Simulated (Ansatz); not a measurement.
# Cs on Cu(100): change of the work function

How does one ordered layer of Cs (hollow site) change the work function of Cu(100), and what dipole does each adsorbate carry?

Main program and level: Ansatz 0.2.0; plane-wave DFT, PBE, Ansatz PAW.

## (1) Starting point

The cell holds 4 atoms: 4 Cu. Its edges and angles: a = 2.553 Å, b = 2.553 Å, c = 23.415 Å, α = 90.0°, β = 90.0°, γ = 90.0°. Vacuum lies along c.

## (2) The clean slab

The bare slab comes first, as the zero from which every change is counted. The two lowest layers are held at bulk places and the upper ones relax. The dipole correction removes the false field that a one-sided slab makes across the periodic vacuum, so each face gets a flat vacuum level of its own.

The input, input.yaml:

```yaml
crystal:
  lattice:
    - [2.5526554801, 0.0, 0.0]
    - [0.0, 2.5526554801, 0.0]
    - [0.0, 0.0, 23.415]
  atoms:
    - { symbol: Cu, position: [0.5, 0.5, 0.3843689942] }
    - { symbol: Cu, position: [0.0, 0.0, 0.4614563314] }
    - { symbol: Cu, position: [0.5, 0.5, 0.5385436686] }
    - { symbol: Cu, position: [0.0, 0.0, 0.6156310058] }
kpoints:
  mp_grid: { grid: [12, 12, 1] }
hamiltonian:
  xc: pbe
scf:
  occupations: { method: fermi_dirac, width: 0.1 }
  convergence: { dr2_threshold: 1.0e-08 }
efield:
  axis: 3
  dipole_correction: true
  ramp_position: 0.97
  ramp_width: 0.06
relax:
  f_tol: 0.02
  max_steps: 60
  constraints: [{ sites: [0, 1] }]
output:
  write_potential: true
  write_density: true
  volumetric_format: npy
```

On the command line:

```sh
> ansatz run input.yaml --threads 4 --pin off --max-ram 6144MiB --backend cpu --events-out ev --progress --plain --runs-dir out
```

Numbers of over 12 decimals in the logs are rounded to 6 here.

Log:

```text
Engine: ansatz 0.2.0, aarch64-unknown-linux-gnu
Pseudopotentials: kind: paw
Pseudopotential: Cu, paw, valence charge 19, recommended cutoff 420 eV (normal), Cu.paw.azcp
Functional definition: PBE
  parameter kappa = 0.804
  parameter beta = 0.066725
  exchange = pbe_x(kappa = kappa, mu = beta*pi^2/3)
  correlation = pbe_c(beta = beta)
Crystal: 4 atoms, lattice volume = 152.573 Å³
Basis set: ecut = 420 eV, 3011 PW (Γ), exchange–correlation on 36×36×320 points (8 copies of the dense FFT grid, shifted against one another)
Bands: 46, of which v1, the nominal top of the filled ones, is band 38 counted from 1 (37 counted from 0)
Symmetry: 8 space group operations
k-points: 28 of 144
Non-local potential: Cu, projectors of the file, l = 0: 3, l = 1: 2, l = 2: 3, l = 3: 1
PAW form: soft (Blöchl's): semilocal exchange-correlation on the pseudo side does not see the compensation charge
PAW one-centre angular grid: Cu, 590 points (default); XC on 64 Gauss nodes
Initial density: superposition of atomic densities (neutral atoms: chi_scale 0, normalization atom), corrected by the library's trained network
Initial wavefunctions: pseudopotential atomic-orbital guess
Functional: x = pbe(κ = 0.804, μ = 0.219515), c = pbe(β = 0.066725)
SCF iter   1: F=—  HF=-26499.487320 eV  |F-HF|=—  |Δ(HF+E_count)|=         —  Δρ=1.44e-3  dr2=1.11e-2  ethr=1.77e-3  p=-0.000 e·Å  D=-7.17e-15 V/Å  ΔV_dip=0.00 eV  dr2_dipole=9.36e-9  V_vac-E_F(+/−)=4.49/4.49 eV  ⟨swp⟩=8.7  Hψ=5648  notcnv=0  defer=4
efield: sawtooth ramp at fractional position 0.9700 (set: `efield.ramp_position`, or a place that a band, a saddle search or an elastic batch's reference lends), width 0.0600; the density the first Hamiltonian is built on has a dipole p = -0.000 e·Å; the dipole correction subtracts the counter field D = -7.17e-15 V/Å, which shifts the + side's vacuum level by +0.00 eV against the − side's; the planar-averaged density in the ramp window peaks in size at 3.2e-5 e/Å³
preconditioner: auto → LDOS  [metal: Δε(μ)=0.060 eV  Ē_g=8.062 eV  σ=0.100 eV  W_gap=0.15  n_scr=18 (ndim 8)  ℏωp=19.9 eV  f_vac=0.639  D(μ)=1.29/eV (n_scr^D=8)  β→1.0]
SCF iter   2: F=—  HF=-26499.492234 eV  |F-HF|=—  |Δ(HF+E_count)|=   4.91e-3  Δρ=1.83e-3  dr2=4.23e-3  ethr=1.46e-5  p=-0.000 e·Å  D=-6.15e-6 V/Å  ΔV_dip=0.00 eV  dr2_dipole=8.99e-8  V_vac-E_F(+/−)=4.58/4.58 eV  ⟨swp⟩=2.9  Hψ=2867  notcnv=0  defer=39
SCF iter   3: F=—  HF=-26499.491934 eV  |F-HF|=—  |Δ(HF+E_count)|=   3.00e-4  Δρ=1.46e-3  dr2=1.64e-3  ethr=5.57e-6  p=-0.000 e·Å  D=-3.99e-5 V/Å  ΔV_dip=0.00 eV  dr2_dipole=2.09e-7  V_vac-E_F(+/−)=4.57/4.57 eV  ⟨swp⟩=2.5  Hψ=2210  notcnv=0  defer=39
SCF iter   4: F=—  HF=-26499.491508 eV  |F-HF|=—  |Δ(HF+E_count)|=   4.25e-4  Δρ=1.91e-4  dr2=1.24e-4  ethr=2.16e-6  p=0.000 e·Å  D=2.29e-5 V/Å  ΔV_dip=-0.00 eV  dr2_dipole=3.76e-9  V_vac-E_F(+/−)=4.57/4.57 eV  ⟨swp⟩=2.0  Hψ=1832  notcnv=0  defer=39
SCF iter   5: F=—  HF=-26499.491515 eV  |F-HF|=—  |Δ(HF+E_count)|=   6.70e-6  Δρ=1.10e-4  dr2=2.44e-5  ethr=1.63e-7  p=-0.000 e·Å  D=-1.13e-5 V/Å  ΔV_dip=0.00 eV  dr2_dipole=1.49e-9  V_vac-E_F(+/−)=4.58/4.58 eV  ⟨swp⟩=2.1  Hψ=1761  notcnv=0  defer=39
SCF iter   6: F=—  HF=-26499.491522 eV  |F-HF|=—  |Δ(HF+E_count)|=   7.00e-6  Δρ=1.05e-4  dr2=1.04e-5  ethr=3.21e-8  p=0.000 e·Å  D=2.18e-5 V/Å  ΔV_dip=-0.00 eV  dr2_dipole=1.22e-8  V_vac-E_F(+/−)=4.58/4.58 eV  ⟨swp⟩=2.0  Hψ=1843  notcnv=0  defer=39
SCF iter   7: F=—  HF=-26499.491515 eV  |F-HF|=—  |Δ(HF+E_count)|=   7.04e-6  Δρ=2.78e-5  dr2=8.10e-7  ethr=1.37e-8  p=0.000 e·Å  D=4.93e-6 V/Å  ΔV_dip=-0.00 eV  dr2_dipole=2.35e-11  V_vac-E_F(+/−)=4.58/4.58 eV  ⟨swp⟩=2.1  Hψ=1733  notcnv=0  defer=39
SCF iter   8: F=—  HF=-26499.491526 eV  |F-HF|=—  |Δ(HF+E_count)|=   1.13e-5  Δρ=2.01e-5  dr2=4.10e-7  ethr=1.07e-9  p=0.000 e·Å  D=3.53e-6 V/Å  ΔV_dip=-0.00 eV  dr2_dipole=2.39e-9  V_vac-E_F(+/−)=4.58/4.58 eV  ⟨swp⟩=2.0  Hψ=1851  notcnv=0  defer=39
SCF iter   9: F=—  HF=-26499.491526 eV  |F-HF|=—  |Δ(HF+E_count)|=   1.27e-7  Δρ=8.58e-6  dr2=8.09e-8  ethr=5.39e-10  p=0.000 e·Å  D=5.33e-7 V/Å  ΔV_dip=-0.00 eV  dr2_dipole=3.71e-10  V_vac-E_F(+/−)=4.58/4.58 eV  ⟨swp⟩=2.0  Hψ=1812  notcnv=0  defer=39
SCF iter  10: F=-26499.491526 eV  HF=-26499.491526 eV  |F-HF|=5.55e-8  |Δ(HF+E_count)|=   3.77e-8  Δρ=1.16e-6  dr2=1.64e-9  ethr=1.32e-11  p=0.000 e·Å  D=2.47e-7 V/Å  ΔV_dip=-0.00 eV  dr2_dipole=7.83e-12  V_vac-E_F(+/−)=4.58/4.58 eV  ⟨swp⟩=8.1  Hψ=9194  notcnv=0
SCF 1 converged in 10 iterations: F = -26499.491526 eV  dr2 = 1.64e-9
  greatest PAW one-centre occupation: 1.000 electrons in one spin orbital (limit 2), on the Cu atom at site 3 (counted from 0), in its partial waves of l = 0
relax step   1: F+E_penalty+E_count = -26499.49152650 eV  Δ(F+E_penalty+E_count) = +0.000e0 eV  max|allowed force component| = 2.181e-1 eV/Å  Δτ_max = 0.0000 Å  (10 SCF iters, accepted)
Initial density: handed on by an earlier stage of this run
Initial wavefunctions: those handed on with the density
iter 1 solved again at ethr=4.94e-7 eV; its pass at ethr=3.10e-3 eV (dr2=3.76e-4 eV) is discarded
SCF iter   1: F=—  HF=-26499.493642 eV  |F-HF|=—  |Δ(HF+E_count)|=         —  Δρ=7.18e-4  dr2=3.81e-4  ethr=4.94e-7  p=0.000 e·Å  D=6.55e-7 V/Å  ΔV_dip=-0.00 eV  dr2_dipole=5.33e-7  V_vac-E_F(+/−)=4.58/4.58 eV  ⟨swp⟩=2.8  Hψ=4247  notcnv=0  defer=52
efield: sawtooth ramp at fractional position 0.9700 (set: `efield.ramp_position`, or a place that a band, a saddle search or an elastic batch's reference lends), width 0.0600; the density the first Hamiltonian is built on has a dipole p = 0.000 e·Å; the dipole correction subtracts the counter field D = 6.55e-7 V/Å, which shifts the + side's vacuum level by -0.00 eV against the − side's; the planar-averaged density in the ramp window peaks in size at 2.3e-5 e/Å³
preconditioner: auto → LDOS  [metal: Δε(μ)=0.090 eV  Ē_g=8.129 eV  σ=0.100 eV  W_gap=0.22  n_scr=18 (ndim 8)  ℏωp=19.9 eV  f_vac=0.638  D(μ)=1.28/eV (n_scr^D=8)  β→1.0]
SCF iter   2: F=—  HF=-26499.493463 eV  |F-HF|=—  |Δ(HF+E_count)|=   1.80e-4  Δρ=1.93e-4  dr2=8.92e-5  ethr=4.94e-7  p=0.000 e·Å  D=2.69e-4 V/Å  ΔV_dip=-0.01 eV  dr2_dipole=1.27e-5  V_vac-E_F(+/−)=4.58/4.58 eV  ⟨swp⟩=2.1  Hψ=2198  notcnv=0  defer=52
SCF iter   3: F=—  HF=-26499.493458 eV  |F-HF|=—  |Δ(HF+E_count)|=   4.73e-6  Δρ=1.84e-4  dr2=3.53e-5  ethr=1.17e-7  p=0.000 e·Å  D=1.03e-4 V/Å  ΔV_dip=-0.00 eV  dr2_dipole=5.88e-7  V_vac-E_F(+/−)=4.58/4.58 eV  ⟨swp⟩=2.0  Hψ=1859  notcnv=0  defer=52
SCF iter   4: F=—  HF=-26499.493455 eV  |F-HF|=—  |Δ(HF+E_count)|=   2.82e-6  Δρ=9.12e-5  dr2=8.65e-6  ethr=4.64e-8  p=0.000 e·Å  D=1.63e-4 V/Å  ΔV_dip=-0.00 eV  dr2_dipole=1.04e-7  V_vac-E_F(+/−)=4.58/4.58 eV  ⟨swp⟩=2.0  Hψ=1849  notcnv=0  defer=52
SCF iter   5: F=—  HF=-26499.493458 eV  |F-HF|=—  |Δ(HF+E_count)|=   3.12e-6  Δρ=2.20e-5  dr2=5.03e-7  ethr=1.14e-8  p=0.000 e·Å  D=1.56e-4 V/Å  ΔV_dip=-0.00 eV  dr2_dipole=1.16e-8  V_vac-E_F(+/−)=4.58/4.58 eV  ⟨swp⟩=2.0  Hψ=1786  notcnv=0  defer=52
SCF iter   6: F=—  HF=-26499.493458 eV  |F-HF|=—  |Δ(HF+E_count)|=   2.31e-7  Δρ=1.23e-5  dr2=1.50e-7  ethr=6.62e-10  p=0.000 e·Å  D=1.63e-4 V/Å  ΔV_dip=-0.00 eV  dr2_dipole=2.72e-9  V_vac-E_F(+/−)=4.58/4.58 eV  ⟨swp⟩=2.0  Hψ=1850  notcnv=0  defer=52
SCF iter   7: F=-26499.493458 eV  HF=-26499.493458 eV  |F-HF|=7.91e-9  |Δ(HF+E_count)|=   8.22e-8  Δρ=2.24e-6  dr2=5.36e-9  ethr=1.32e-11  p=0.000 e·Å  D=1.65e-4 V/Å  ΔV_dip=-0.00 eV  dr2_dipole=5.96e-12  V_vac-E_F(+/−)=4.58/4.58 eV  ⟨swp⟩=8.1  Hψ=9402  notcnv=0
SCF 2 converged in 7 iterations: F = -26499.493458 eV  dr2 = 5.36e-9
  greatest PAW one-centre occupation: 1.000 electrons in one spin orbital (limit 2), on the Cu atom at site 0 (counted from 0), in its partial waves of l = 0
relax step   2: F+E_penalty+E_count = -26499.49345845 eV  Δ(F+E_penalty+E_count) = -1.932e-3 eV  max|allowed force component| = 1.395e-1 eV/Å  Δτ_max = 0.0117 Å  (7 SCF iters, accepted)
SCF iter   1: F=—  HF=-26499.495296 eV  |F-HF|=—  |Δ(HF+E_count)|=         —  Δρ=1.19e-3  dr2=9.92e-4  ethr=1.36e-5  p=0.000 e·Å  D=1.65e-4 V/Å  ΔV_dip=-0.00 eV  dr2_dipole=3.18e-9  V_vac-E_F(+/−)=4.58/4.58 eV  ⟨swp⟩=3.2  Hψ=3121  notcnv=0  defer=52
efield: sawtooth ramp at fractional position 0.9700 (set: `efield.ramp_position`, or a place that a band, a saddle search or an elastic batch's reference lends), width 0.0600; the density the first Hamiltonian is built on has a dipole p = 0.000 e·Å; the dipole correction subtracts the counter field D = 1.65e-4 V/Å, which shifts the + side's vacuum level by -0.00 eV against the − side's; the planar-averaged density in the ramp window peaks in size at 2.2e-5 e/Å³
preconditioner: auto → LDOS  [metal: Δε(μ)=0.088 eV  Ē_g=8.129 eV  σ=0.100 eV  W_gap=0.21  n_scr=18 (ndim 8)  ℏωp=19.9 eV  f_vac=0.638  D(μ)=1.29/eV (n_scr^D=8)  β→1.0]
SCF iter   2: F=—  HF=-26499.494825 eV  |F-HF|=—  |Δ(HF+E_count)|=   4.71e-4  Δρ=3.85e-4  dr2=2.55e-4  ethr=1.31e-6  p=0.000 e·Å  D=5.86e-4 V/Å  ΔV_dip=-0.01 eV  dr2_dipole=3.47e-5  V_vac-E_F(+/−)=4.57/4.58 eV  ⟨swp⟩=2.0  Hψ=2546  notcnv=0  defer=52
SCF iter   3: F=—  HF=-26499.494799 eV  |F-HF|=—  |Δ(HF+E_count)|=   2.58e-5  Δρ=4.05e-4  dr2=1.71e-4  ethr=3.36e-7  p=0.000 e·Å  D=4.58e-4 V/Å  ΔV_dip=-0.01 eV  dr2_dipole=3.20e-6  V_vac-E_F(+/−)=4.57/4.58 eV  ⟨swp⟩=2.2  Hψ=2080  notcnv=0  defer=52
SCF iter   4: F=—  HF=-26499.494776 eV  |F-HF|=—  |Δ(HF+E_count)|=   2.40e-5  Δρ=6.85e-5  dr2=6.36e-6  ethr=2.25e-7  p=0.000 e·Å  D=4.56e-4 V/Å  ΔV_dip=-0.01 eV  dr2_dipole=2.49e-7  V_vac-E_F(+/−)=4.57/4.58 eV  ⟨swp⟩=2.0  Hψ=1803  notcnv=0  defer=52
SCF iter   5: F=—  HF=-26499.494796 eV  |F-HF|=—  |Δ(HF+E_count)|=   2.04e-5  Δρ=2.59e-5  dr2=9.69e-7  ethr=8.37e-9  p=0.000 e·Å  D=4.76e-4 V/Å  ΔV_dip=-0.01 eV  dr2_dipole=9.11e-8  V_vac-E_F(+/−)=4.57/4.58 eV  ⟨swp⟩=2.9  Hψ=1992  notcnv=0  defer=52
SCF iter   6: F=—  HF=-26499.494796 eV  |F-HF|=—  |Δ(HF+E_count)|=   1.95e-7  Δρ=7.49e-6  dr2=6.43e-8  ethr=1.27e-9  p=0.000 e·Å  D=4.75e-4 V/Å  ΔV_dip=-0.01 eV  dr2_dipole=4.70e-9  V_vac-E_F(+/−)=4.57/4.58 eV  ⟨swp⟩=2.0  Hψ=1717  notcnv=0  defer=52
SCF iter   7: F=—  HF=-26499.494796 eV  |F-HF|=—  |Δ(HF+E_count)|=   2.25e-7  Δρ=3.81e-6  dr2=1.47e-8  ethr=1.32e-11  p=0.000 e·Å  D=4.89e-4 V/Å  ΔV_dip=-0.01 eV  dr2_dipole=1.12e-10  V_vac-E_F(+/−)=4.57/4.58 eV  ⟨swp⟩=9.8  Hψ=9018  notcnv=0
SCF iter   8: F=—  HF=-26499.494796 eV  |F-HF|=—  |Δ(HF+E_count)|=   7.59e-8  Δρ=3.61e-6  dr2=1.52e-8  ethr=1.32e-11  p=0.000 e·Å  D=4.94e-4 V/Å  ΔV_dip=-0.01 eV  dr2_dipole=3.72e-10  V_vac-E_F(+/−)=4.57/4.58 eV  ⟨swp⟩=9.1  Hψ=8386  notcnv=0
SCF iter   9: F=-26499.494796 eV  HF=-26499.494796 eV  |F-HF|=1.08e-9  |Δ(HF+E_count)|=   1.26e-8  Δρ=1.23e-6  dr2=2.58e-9  ethr=1.32e-11  p=0.000 e·Å  D=4.96e-4 V/Å  ΔV_dip=-0.01 eV  dr2_dipole=1.01e-10  V_vac-E_F(+/−)=4.57/4.58 eV  ⟨swp⟩=6.8  Hψ=8438  notcnv=0
SCF 3 converged in 9 iterations: F = -26499.494796 eV  dr2 = 2.58e-9
relax step   3: F+E_penalty+E_count = -26499.49479638 eV  Δ(F+E_penalty+E_count) = -1.338e-3 eV  max|allowed force component| = 2.096e-3 eV/Å  Δτ_max = 0.0196 Å  (9 SCF iters, accepted)
NSCF: frozen V_eff on 28 k-points
the band table was solved once a step of the walk had ended and its energy, with any forces and stress, was formed, with the checks that follow a solve (6803 applications of the Hamiltonian). They found nothing against the state; the energy, forces and stress were not computed again (output.eigenvalues in the input reference)
WARN: The output density's exchange-correlation potential varies sharply where the density is thin. Do not read a vacuum level from v_tot or v_xc, or from such a field of the output density. On a cell that repeats whose density bears no net charge and no dipole along the vacuum's axis use v_es (v_loc + v_h of the components); under efield.dipole_correction with no amplitude use v_es + v_field, which holds any externa [...]
SCF converged after 9 iterations
Free energy (F): -26499.494796 eV
Harris-Foulkes:  -26499.494796 eV  (|F-HF|=1.08e-9)
Internal energy: -26499.450325 eV  (E = F + TS)
E sigma→0 (E₀):  -26499.472561 eV
Entropy (-TS):   -0.044472 eV (-11.118 meV/atom)
Fermi energy:    2.077824 eV
Dipole field:    D = 0.000480 V/Å  (p = 0.000405 e·Å, saw-weighted, corrected)
Work function:   Φ+ = 4.5707 eV   Φ− = 4.5819 eV
Levels:          The Fermi level and band energies are counted from a zero that moves with the ramp; work functions are not
--- Per-component energies (eV) ---
  E_band       = -2536.166481
  E_kinetic    = 1198.309528
  E_local      = -168854.316736  (includes V_loc(G=0)·N_el)
  E_nonlocal   = 1567.140432
  E_hartree    = 82915.850747
  E_xc         = -355.051919
  E_vxc        = -457.887175  (∫ρ·V_xc dr)
  E_paw        = -6658.907342  (= ΣΔE_a)
  E_vpaw       = -1821.114881  (= ΣTr[D̂ρ^β])
  E_aug_tail   = 0.001125  (compensation charges beyond the density's cutoff)
  E_efield     = 0.000000  (sawtooth field / dipole correction)
  E_vefield    = -0.000313  (∫n·V_field dr)
  E_ewald      = 63687.523840
  E_smearing   = -0.044472  (= −TS)
  E_closure    = -0.000000  (closes the sum)
  Σ components = -26499.494796   (vs F -26499.494796, Δ=0.00e0)
--- Forces (eV/Å), atoms counted from 1 ---
  atom   1  Cu     0.00000000     0.00000000     0.10441413
  atom   2  Cu    -0.00000000     0.00000000    -0.10661282
  atom   3  Cu     0.00000000     0.00000000     0.00010979
  atom   4  Cu     0.00000000     0.00000000     0.00209603
  max |Σ_I F_I| component: 7.12e-6 eV/Å
--- Band table (eV; the first three rows and the last of 28) ---
  k-point 0: bands = [... 34 lower, 0.3997, 0.6183, 0.6474, 0.6474, 0.6479, 1.6164, 3.1949, 6.4525, ... 4 higher]
  k-point 1: bands = [... 34 lower, 0.4671, 0.5052, 0.5494, 0.6055, 0.6780, 1.9009, 3.5303, 6.6065, ... 4 higher]
  k-point 2: bands = [... 34 lower, 0.4625, 0.4862, 0.5546, 0.6159, 0.6727, 2.5350, 4.3478, 7.0666, ... 4 higher]
  k-point 27: bands = [... 34 lower, 1.0039, 1.0231, 4.5597, 4.5597, 6.7457, 6.7457, 9.5125, 9.5174, ... 4 higher]
--- Relaxed structure (3 steps of the walk, 3 accepted, 0 SCFs on fresh bases) ---
  F+E_penalty+E_count = -26499.49479638 eV   max|allowed force component| = 2.096e-3 eV/Å
  atoms:
    - { symbol: Cu, position: [0.5, 0.5, 0.384369] }
    - { symbol: Cu, position: [0.0, 0.0, 0.461456] }
    - { symbol: Cu, position: [0.5, 0.5, 0.539882] }
    - { symbol: Cu, position: [0, 0.0, 0.615758] }
```

The job ended after 21 s (4 threads of Arm Neoverse V1, shared host; peak memory 0.5 GiB; 79 s of CPU time).

The steps of the relaxation:

```csv
step,energy less that of the first step (eV),largest force component (eV/Å)
1,0.0000,0.2181
2,-0.0019,0.1395
3,-0.0033,0.0021
```

The run keeps the 8 symmetry operations that it works with, so distortions that break them were not tested.

The atoms that moved most (Å):

```csv
atom,dx,dy,dz,length
Cu3,0.000,0.000,0.031,0.031
```

Final coordinates:

```xyz
4
Lattice="2.5527 0.0000 0.0000 0.0000 2.5527 0.0000 0.0000 0.0000 23.4150" Properties=species:S:1:pos:R:3
Cu    1.2763    1.2763    9.0000
Cu    0.0000    0.0000   10.8050
Cu    1.2763    1.2763   12.6413
Cu    0.0000    0.0000   14.4180
```

This step gave:

```yaml
energy_at_zero_smearing: -26499.4726 eV
work_function_upper_face: 4.571 eV
dipole_along_the_normal: 4.05e-4 e·Å
```

Running mean over 1.805 Å of the planar mean; the ramp of the sawtooth is left out. The electron's electrostatic potential energy less the Fermi level by z:

```csv
z (Å),electron's electrostatic potential energy less the Fermi level (eV)
3.0,4.58
3.5,4.58
4.0,4.58
4.5,4.58
5.0,4.58
5.5,4.57
6.0,4.54
6.5,4.45
7.0,4.10
7.5,2.70
8.0,-1.44
8.5,-6.20
9.0,-8.30
9.5,-8.63
10.0,-8.72
10.5,-8.78
11.0,-8.72
11.5,-8.54
12.0,-8.55
12.5,-8.77
13.0,-8.94
13.5,-9.00
14.0,-8.80
14.5,-8.20
15.0,-5.53
15.5,-0.619
16.0,3.08
16.5,4.18
17.0,4.46
17.5,4.54
18.0,4.56
18.5,4.57
19.0,4.57
19.5,4.57
20.0,4.57
```

The relaxation took 3 steps and lowered the energy by 0.0033 eV; the largest force on the free atoms ends at 0.0021 eV/Å.

The work function of the upper face is 4.57 eV.

(Continued in part 2 of 2.)

[Logs are printed without paths, hosts, clocks, repeated set-up lines and the standing remarks that a program may print on its own settings, such as how far it seeks lower states.]

[Hosts, paths, dates, database ids (printed as entryN), source tags and the programs' standing remarks are cut or masked in the printed files.]

[Maps of the electrostatic potential energy from Ansatz leave out the sawtooth potential of an applied field or a dipole correction, so their vacuum need not be flat; planar profiles and work functions include it.]
